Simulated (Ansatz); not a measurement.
# SiC (Moissanite 3C, F-43m): the dielectric response against the k mesh

Aim: how dense a k mesh do ε∞ and the zone-centre modes of SiC (Moissanite 3C, F-43m) need?

Main program and level: Ansatz 0.2.0; DFT LDA, scalar-relativistic, plane waves, PAW; PAW set soft_1.

Report form: the programs' logs are mostly left out.

### Step 1. Set-up

It takes space group F-43m (No. 216, cubic). Conventional cell: a = 4.358 Å, b = 4.358 Å, c = 4.358 Å, α = 90.00°, β = 90.00°, γ = 90.00°. C has 4 Si at 1.89 Å nearest. Si has 4 C at 1.89 Å nearest. Farther neighbours are not listed.

### Step 2. Relaxation

The cell and atoms are relaxed, since residual forces and stress would shift the frequencies.

input.yaml

```yaml
crystal:
  lattice:
    - [0.0, 2.179, 2.179]
    - [2.179, 0.0, 2.179]
    - [2.179, 2.179, 0.0]
  atoms:
    - { symbol: C, position: [0.75, 0.75, 0.75] }
    - { symbol: Si, position: [0.0, 0.0, 0.0] }
kpoints:
  mp_grid: { grid: [10, 10, 10] }
hamiltonian:
  xc: lda
  pseudopotentials: { kind: paw, azcp: { folder: soft_1 }, xc_functional: pbe }
scf:
  occupations: { method: gaussian, width: 0.02 }
output:
  forces: true
  stress: true
  eigenvalues: true
  write_density: true
  write_potential: true
  elf: true
  volumetric_format: npy
relax:
  adjacent_minimum: "off"
  f_tol: 0.005
  max_steps: 80
  cell: { stress_tol: 0.05 }
```

On the command line:

```sh
$ ansatz run input.yaml --threads 4 --pin off --max-ram 10240MiB --backend cpu --events-out ev --progress --plain --runs-dir out
```

The job ended after 1.7 s (4 threads of Intel Xeon at 2.60GHz (Ice Lake), shared host; peak memory 0.36 GiB; 5.5 s of CPU time).

Relaxation path:

```csv
step,energy less that of the first step (eV),largest force component (eV/Å),pressure (GPa),volume (Å³)
1,0.0000,0.0000,-4.42,20.69
2,-0.0047,0.0000,-2.11,20.47
3,-0.0062,0.0000,0.06,20.28
4,-0.0062,0.0000,0.00,20.29
5*,-0.0057,0.0000,-0.04,20.29
```

Relaxation steps marked * repeat the geometry before them on a plane-wave basis chosen anew for their cell, so energy and pressure can jump there.

Forces are held to the 24 operations that the run works with; a distortion that breaks them can't arise in this run.

```csv
"conventional cell, symmetrised",before,after,change
a (Å),4.358,4.329,-0.7 %
b (Å),4.358,4.329,-0.7 %
c (Å),4.358,4.329,-0.7 %
volume (Å³/atom),10.35,10.14,-2.0 %
```

The relaxed structure:

```cif
data_structure
_symmetry_space_group_name_H-M 'P 1'
_symmetry_Int_Tables_number 1
_cell_length_a 3.0613
_cell_length_b 3.0613
_cell_length_c 3.0613
_cell_angle_alpha 60.000
_cell_angle_beta 60.000
_cell_angle_gamma 60.000
_cell_volume 20.29
loop_
_atom_site_label
_atom_site_type_symbol
_atom_site_fract_x
_atom_site_fract_y
_atom_site_fract_z
_atom_site_occupancy
C1 C 0.75000 0.75000 0.75000 1
Si2 Si 0.00000 0.00000 0.00000 1
```

This step gave:

- pressure: -0.04065 GPa
- gap on the k-mesh: 1.301 eV
- volume per atom: 10.14 Å³

Electrostatic potential energy in the ac plane of a cell with a along [110], b along [-110] and c along [001] of the cube at fractional y = 0.000, with atoms of C and Si within 0.2 Å of it. With pseudopotentials it is smooth inside the atoms' cores, unlike the true potential.

Ten even steps from '0' (-42 eV) to '9' (13 eV), each cell a mean:
```
53699863544899834
35899985346899864
78999998788999988
99999999999999999
99999999999999999
99999999999999999
99988899999988999
99842589999733799
99710179998400489
67720277567500576
33765773335766753
73689853753799735
```
Columns run along a (6.1 Å; values clipped at the 3rd and 97th percentile), rows up along c (4.3 Å), edges of the conventional cell, whose origin can differ from the input's. Atoms in or near the plane, at fractional coordinates: C at (0.75, 0.25), C at (0.25, 0.25), Si at (0.50, 0.00), Si at (0.00, 0.00).

ELF in the ac plane of a cell with a along [110], b along [-110] and c along [001] of the cube at fractional y = 0.000, with atoms of C and Si within 0.2 Å of it. It is the smooth field of the valence electrons, not physical close to the nuclei.

Values, 7 rows by 16 columns, each cell a mean:
```
0.29 0.26 0.33 0.29 0.27 0.33 0.29 0.26 0.29 0.26 0.33 0.29 0.27 0.33 0.29 0.26
0.34 0.28 0.16 0.07 0.05 0.11 0.23 0.33 0.34 0.28 0.16 0.07 0.05 0.11 0.23 0.33
0.09 0.08 0.09 0.14 0.16 0.11 0.08 0.09 0.09 0.08 0.09 0.14 0.16 0.11 0.08 0.09
0.03 0.12 0.36 0.60 0.64 0.47 0.21 0.05 0.03 0.12 0.36 0.60 0.64 0.47 0.21 0.05
0.19 0.45 0.65 0.53 0.46 0.64 0.57 0.27 0.19 0.45 0.65 0.53 0.46 0.64 0.57 0.27
0.44 0.78 0.84 0.49 0.34 0.75 0.85 0.58 0.44 0.78 0.84 0.49 0.34 0.75 0.85 0.58
0.34 0.58 0.82 0.77 0.73 0.82 0.72 0.40 0.34 0.58 0.82 0.77 0.73 0.82 0.72 0.40
```
Columns run along a (6.1 Å), rows up along c (4.3 Å), edges of the conventional cell, whose origin can differ from the input's. Atoms in or near the plane, at fractional coordinates: C at (0.75, 0.25), C at (0.25, 0.25), Si at (0.50, 0.00), Si at (0.00, 0.00).

Valence density in the ac plane of a cell with a along [110], b along [-110] and c along [001] of the cube at fractional y = 0.000, with atoms of C and Si within 0.2 Å of it. It is the smooth field of the valence electrons, not physical close to the nuclei.

Values in e/Å³, 7 rows by 16 columns, each cell a mean:
```
0.2 0.3 0.3 0.2 0.2 0.2 0.3 0.2 0.2 0.3 0.3 0.2 0.2 0.2 0.3 0.2
0.3 0.2 0.1 0.1 0.1 0.1 0.2 0.3 0.3 0.2 0.1 0.1 0.1 0.1 0.2 0.3
0.1 0.1 0.1 0.1 0.1 0.1 0.1 0.1 0.1 0.1 0.1 0.1 0.1 0.1 0.1 0.1
0.1 0.1 0.2 0.4 0.5 0.3 0.2 0.1 0.1 0.1 0.2 0.4 0.5 0.3 0.2 0.1
0.2 0.3 0.7 1.4 1.5 1.0 0.4 0.2 0.2 0.3 0.7 1.4 1.5 1.0 0.4 0.2
0.4 0.6 1.1 1.6 1.6 1.4 0.8 0.4 0.4 0.6 1.1 1.6 1.6 1.4 0.8 0.4
0.2 0.4 0.7 0.7 0.7 0.7 0.6 0.3 0.2 0.4 0.7 0.7 0.7 0.7 0.6 0.3
```
Columns run along a (6.1 Å), rows up along c (4.3 Å), edges of the conventional cell, whose origin can differ from the input's. Atoms in or near the plane, at fractional coordinates: C at (0.75, 0.25), C at (0.25, 0.25), Si at (0.50, 0.00), Si at (0.00, 0.00).

In this step the volume went from 10.35 to 10.14 Å³/atom.

### Step 3. Tight relaxation

Phonons need small forces and stress, so the relaxation is finished with tight tolerances on 12×12×12 k points.

input.yaml

```yaml
crystal:
  lattice:
    - [0.0, 2.1646624563, 2.1646624563]
    - [2.1646624563, 0.0, 2.1646624563]
    - [2.1646624563, 2.1646624563, 0.0]
  atoms:
    - { symbol: C, position: [0.75, 0.75, 0.75] }
    - { symbol: Si, position: [0.0, 0.0, 0.0] }
kpoints:
  mp_grid: { grid: [12, 12, 12] }
hamiltonian:
  xc: lda
  pseudopotentials: { kind: paw, azcp: { folder: soft_1 }, xc_functional: pbe }
scf:
  occupations: { method: fixed }
output:
  forces: true
  stress: true
  eigenvalues: true
relax:
  adjacent_minimum: "off"
  f_tol: 0.001
  max_steps: 60
  cell: { stress_tol: 0.01 }
```

The job ended after 1.7 s (4 threads; peak memory 0.35 GiB).

Little changed from the start: no atom moved by 0.005 Å and no cell edge by 0.1 %.

Numbers from this step:

```
pressure : -4.47e-5 GPa
```

The forces vanish by symmetry and the pressure is 0.000 GPa, within the tolerances set. The cell now holds 10.14 Å³/atom.

### Step 4. Response on one mesh, 4×4×4

Phonons follow from the second derivative of the energy, found here by linear response.

The response is solved on 4×4×4 k points.

input.yaml, the sections that differ from step 3:

```yaml
crystal:
  lattice:
    - [0.0, 2.1645341308, 2.1645341308]
    - [2.1645341308, 0.0, 2.1645341308]
    - [2.1645341308, 2.1645341308, 0.0]
  atoms:
    - { symbol: C, position: [0.75, 0.75, 0.75] }
    - { symbol: Si, position: [0.0, 0.0, 0.0] }
kpoints:
  mp_grid: { grid: [4, 4, 4] }
output:
  eigenvalues: true
phonons:
  method: dfpt
  dielectric: true
  rigid_motions: translations
  field_mesh: kpoints
# hamiltonian, scf: as in step 3
# relax: removed
```

Run time: 0.74 s. Hardware: 4 threads; peak memory 0.36 GiB.

A gap read on the k-mesh alone can miss the band edges.

This step gave:

```
gap on the k-mesh                                       : 1.245 eV
sum-rule residual before enforcement                    : 1.33e-4 eV/Å²
miss of the charge sum rule                             : 1.76e-6 e
point group                                             : -43m
highest optical mode at the zone centre (no LO-TO term) : 800.4 cm⁻¹
lowest optical zone-centre mode                         : 800.4 cm⁻¹
mean high-frequency dielectric constant                 : 6.131
largest Born charge (third of the trace)                : -2.731 e
mean static dielectric constant                         : 9.488
top of the zone-centre spectrum with the field          : 995.7 cm⁻¹
```

The optical mode without the LO-TO term lies at 800.4 cm⁻¹.

### Step 5. Response on one mesh, 20×20×20

The response is solved on 20×20×20 k points.

input.yaml: that of step 4 with these lines changed.

```diff
@@ -9,3 +9,3 @@
 kpoints:
-  mp_grid: { grid: [4, 4, 4] }
+  mp_grid: { grid: [20, 20, 20] }
 hamiltonian:
```

The job ended after 20 s (4 threads; peak memory 0.94 GiB).

This step gave:

```
gap on the k-mesh                                       : 1.301 eV
sum-rule residual before enforcement                    : 1.26e-4 eV/Å²
miss of the charge sum rule                             : 2.11e-6 e
highest optical mode at the zone centre (no LO-TO term) : 797.8 cm⁻¹
lowest optical zone-centre mode                         : 797.8 cm⁻¹
mean high-frequency dielectric constant                 : 6.920
largest Born charge (third of the trace)                : -2.732 e
mean static dielectric constant                         : 10.30
top of the zone-centre spectrum with the field          : 973.3 cm⁻¹
```

The optical mode without the LO-TO term lies at 797.8 cm⁻¹.

Between step 4 and this run (k-mesh 20×20×20 and k divisions 20) the value for the mean high-frequency dielectric constant moves from 6.13 to 6.92 (+13 %).

### Step 6. All members side by side

The members are set side by side, also those not shown above.

One cell throughout; the field response is solved on the k mesh of the run itself. The response against the k mesh:

```csv
k divisions along a1,ε∞,ε0,"largest Born charge in size, a third of the trace (e)","top mode with the field, highest of q along x, y and z (cm⁻¹)",mode 4 T2 (cm⁻¹)
4,6.13,9.488,2.731,995.7,800.4
6,6.681,10.06,2.732,979.4,798.2
8,6.851,10.23,2.732,975,797.9
10,6.901,10.28,2.732,973.8,797.8
12,6.915,10.29,2.732,973.5,797.8
14,6.919,10.3,2.732,973.4,797.8
16,6.92,10.3,2.732,973.4,797.8
20,6.92,10.3,2.732,973.3,797.8
```

### Step 7. Results

| Item | Value |
| --- | --- |
| members | 8 |
| optical mode (no LO-TO term), 4 k divisions | 800.4 cm⁻¹ |
| optical mode (no LO-TO term), 20 k divisions | 797.8 cm⁻¹ |

**Reading.** ε∞ goes from 6.13 at 4 divisions to 6.92 at 20; from 10 divisions on it stays within 1 % of the last value. The highest mode without the field stays within 1 cm⁻¹ of its last value from 6 divisions on. The top mode with the field moves by -22.4 cm⁻¹ over the series. With bars of 1 % on ε∞ and 1 cm⁻¹ on this mode, ε∞ needs the denser mesh. These are harmonic frequencies at zero temperature: anharmonic shifts, linewidths and thermal expansion are left out. The PAW files were made for PBE; the program adapts parts of them to the functional of the run, but their partial waves stay those of PBE, an approximation that was not tested in this session. Only the zone centre was solved, so an instability at another wavevector cannot show here.

[Logs are printed without paths, hosts, clocks, repeated set-up lines and the standing remarks that a program may print on its own settings, such as how far it seeks lower states.]

[Hosts, paths, dates, database ids (printed as entryN), source tags and the programs' standing remarks are cut or masked in the printed files.]
